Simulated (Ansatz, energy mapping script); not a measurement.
# Spin model of VOF2 monolayer from collinear orders, part 3 of 3

Wanted: the magnetic order of VOF2 monolayer, its couplings and an estimate of its ordering temperature, by LDA+U (1.92 eV).

LDA with U = 1.92 eV on V d, ortho-atomic projectors; plane waves, U on orthogonalised atomic orbitals unless named otherwise, collinear spin, no spin–orbit coupling.

So far. Step 9 (Run 6 (compensated +−; cell C, 8 atoms)): The run ends antiferromagnetic, 8.45 meV a magnetic atom above the parallel order of its cell. Step 10 (Parallel start in cell D (12 atoms)): The run ends ferromagnetic. For each magnetic atom its energy differs from the parallel run of the first cell by 0.02 meV, an error that one common reference would have brought in.

### Step 11. Run 8 (uncompensated ++−; cell D, 12 atoms)

This order reverses 1.33 of the 2 neighbours at 3.08 Å, 1.33 of the 2 neighbours at 3.73 Å and 1.33 of the 4 neighbours at 4.84 Å, counted for an average magnetic atom.

Contents of input.yaml:

```yaml
crystal:
  lattice:
    - [3.085137, 3.731866, 0.0]
    - [0.0, 11.195598, 0.0]
    - [0.0, 0.0, 17.495121]
  atoms:
    - { symbol: V, position: [0.480221, 0.996214333, 0.5], spin: 2.0 }
    - { symbol: V, position: [0.480221, 0.329547667, 0.5], spin: 2.0 }
    - { symbol: V, position: [0.480221, 0.662881, 0.5], spin: -2.0 }
    - { symbol: O, position: [0.480221, 0.846008667, 0.5] }
    - { symbol: O, position: [0.480221, 0.179342, 0.5] }
    - { symbol: O, position: [0.480221, 0.512675333, 0.5] }
    - { symbol: F, position: [0.980221, 0.847502667, 0.428691] }
    - { symbol: F, position: [0.980221, 0.180836, 0.428691] }
    - { symbol: F, position: [0.980221, 0.514169333, 0.428691] }
    - { symbol: F, position: [0.980221, 0.847502667, 0.571309] }
    - { symbol: F, position: [0.980221, 0.180836, 0.571309] }
    - { symbol: F, position: [0.980221, 0.514169333, 0.571309] }
magnetization:
  spin_polarized: true
kpoints:
  mp_grid: { grid: [11, 5, 1] }
hamiltonian:
  xc: lda
  hubbard:
    sites:
      - { species: V, l: d, u_eff: 1.92 }
      - { site: 0, l: d, u_eff: 1.92, starting_ns: [{ spin: up, occupation_matrix: v1_major }, { spin: down, occupation_matrix: v1_minor }] }
      - { site: 1, l: d, u_eff: 1.92, starting_ns: [{ spin: up, occupation_matrix: v1_major }, { spin: down, occupation_matrix: v1_minor }] }
      - { site: 2, l: d, u_eff: 1.92, starting_ns: [{ spin: up, occupation_matrix: v1_minor }, { spin: down, occupation_matrix: v1_major }] }
    projectors: ortho-atomic
    occupation_matrices:
      v1_major:
        matrix:
          - [0.879, 0.0, 0.0, -0.24, 0.0]
          - [0.0, 0.219, 0.0, 0.0, 0.0]
          - [0.0, 0.0, 0.285, 0.0, 0.0]
          - [-0.24, 0.0, 0.0, 0.455, 0.0]
          - [0.0, 0.0, 0.0, 0.0, 0.309]
      v1_minor:
        matrix:
          - [0.112, 0.0, 0.0, 0.088, 0.0]
          - [0.0, 0.195, 0.0, 0.0, 0.0]
          - [0.0, 0.0, 0.215, 0.0, 0.0]
          - [0.088, 0.0, 0.0, 0.265, 0.0]
          - [0.0, 0.0, 0.0, 0.0, 0.23]
scf:
  occupations: { method: fermi_dirac, width: 0.07 }
output:
  eigenvalues: true
```

On the command line:

```bash
> ansatz run input.yaml --threads 4 --pin off --max-ram 8192MiB --backend cpu --events-out ev --progress --plain --runs-dir out
```

Numbers of over 12 decimals in the logs are rounded to 6 here.

The program printed:

```text
[...]
Crystal: 12 atoms, lattice volume = 604.281 Å³
Basis set: ecut = 420 eV, 11783 PW (Γ)
Bands: 65, of which v1, the nominal top of the filled ones, is band 50 counted from 1 (49 counted from 0)
Symmetry: 2 space group operations
[...]
k-points: 28 of 55 (time reversal used)
[...]
Starting moments: Σ|m| = 6 μB on 3 of 12 sites
[...]
k-point 1 ↑: bands = [... 46 lower, -6.6213, -6.4473, -5.0574, -4.9936, -3.3699, -3.2541, -2.6529, -2.6030, ... 11 higher]
  k-point 2 ↑: bands = [... 46 lower, -6.6470, -6.5620, -5.0834, -4.9818, -3.2320, -3.2066, -2.8108, -2.7962, ... 11 higher]
  k-point 27 ↓: bands = [... 46 lower, -6.7715, -6.6640, -5.0145, -3.2914, -3.0543, -2.3150, -2.3116, -1.9119, ... 11 higher]
Occupation matrices written to <dir>
[key lines of the parts left out:]
SCF converged after 20 iterations
Magnetization: 1.0000 μB (50.0000 up, 49.0000 down)
Free energy (F): -15010.528418 eV
Fermi energy:    -4.195232 eV
```

The job ended after 1.8 min (4 threads of Arm Neoverse V1, shared host; peak memory 2.4 GiB; 7 min of CPU time).

The run ends ferrimagnetic, 5.88 meV a magnetic atom above the parallel order of its cell.

### Step 12. From energies to couplings

Each energy difference is a sum of couplings weighted by the pairs that the order reverses. A few near shells are fitted to the differences by least squares. Energies are those extrapolated to zero occupation width, not the free energies F.

Energies from the parallel order of the same cell:

```
                      order  atoms  energy (meV a magnetic atom)  moments (μB)  moments kept as typed  opposed neighbours at 3.08, 3.73, 4.84 Å
         parallel in cell A      8                          0.00          0.77                    yes                                   0, 0, 0
   compensated +− in cell A      8                          8.92          0.75                    yes                                   2, 0, 4
         parallel in cell B      8                          0.00          0.77                    yes                                   0, 0, 0
   compensated +− in cell B      8                          1.45          0.76                    yes                                   0, 2, 4
         parallel in cell C      8                          0.00          0.77                    yes                                   0, 0, 0
   compensated +− in cell C      8                          8.45          0.75                    yes                                   2, 2, 0
         parallel in cell D     12                          0.00          0.77                    yes                                   0, 0, 0
uncompensated ++− in cell D     12                          5.88  0.75 to 0.76                    yes                          1.33, 1.33, 1.33
```

Couplings from the energies, with E = −Σ J e·e over ordered pairs:

```
pair  distance (Å)  neighbours  J (meV)
 V–V          3.08           2     1.99
 V–V          3.73           2    0.120
 V–V          4.84           4    0.120
```

Adding the shell at 6.17 Å gives 2.0, 0.12, 0.12 and -0.028 meV and a mean-field temperature of 36.0 K, an exact solve that tests nothing.

Limits of this fit: couplings between layers, chains or clusters are absent from the fit or under 2 % of the largest, so temperatures below mark short-range order.

In mean field these couplings order at 36.3 K.

### Step 13. Finite temperature

Mean field ignores fluctuations and overstates the ordering temperature, so the model is also sampled. The heat capacity peaks where order sets in.

Classical unit spins with these couplings on 32×28×1 copies of a cell that holds the lowest order (896 spins), heat-bath sweeps, cooled from random directions, 1467 sweeps to settle and 4403 measured at each temperature, averaged over 4 runs.

```
T (K)  heat capacity (k_B a spin)
 4.36                        1.06
 7.45                        1.08
 12.1                        1.31
 15.2                        1.49
 18.3                        1.27
 22.9                        0.94
 26.0                        0.76
 29.1                        0.64
 32.2                        0.55
 36.8                        0.43
 39.9                        0.37
```

The smoothed heat capacity has a broad peak at 14.8 K. An isotropic layer has no long-range order above 0 K, so no order parameter is shown.

### Step 14. Outcome

- lowest order tried: parallel
- largest fitted value, V–V at 3.08 Å: 1.99 meV
- ordering temperature, mean field: 36.3 K
- heat-capacity peak, Monte Carlo: 14.8 K

What this shows: Of the orders tried, VOF2 monolayer prefers parallel moments under LDA+U (1.92 eV). The largest fitted coupling is the V–V pair at 3.08 Å, ferromagnetic at 2.0 meV, across a ligand at about 101°. The orders also reverse pairs at 6.17 Å, which are not fitted, so the fitted values hold their part too. With 4 differences for 3 couplings the fit misses by 0.057 meV at most, a small part of the spread. In the fitted orders moments change by up to 2.4 % against the parallel run of the same cell, so their size stays put. The fitted couplings above 2 % of the largest link the moments within layers only, where isotropic couplings give no order above 0 K. The peak at 14.8 K marks where short-range order sets in on this finite lattice; real ordering needs anisotropy.

[Logs and program files are shortened in this print: banners, set-up blocks, solver, clock and traceback lines can be left out without a mark of their own.]

[Logs are printed without paths, hosts, clocks, repeated set-up lines and the standing remarks that a program may print on its own settings, such as how far it seeks lower states.]

[Hosts, paths, dates, database ids (printed as entryN), source tags and the programs' standing remarks are cut or masked in the printed files.]

[Where a cell is said to come from a database of computed structures, the database is the Materials Project.]
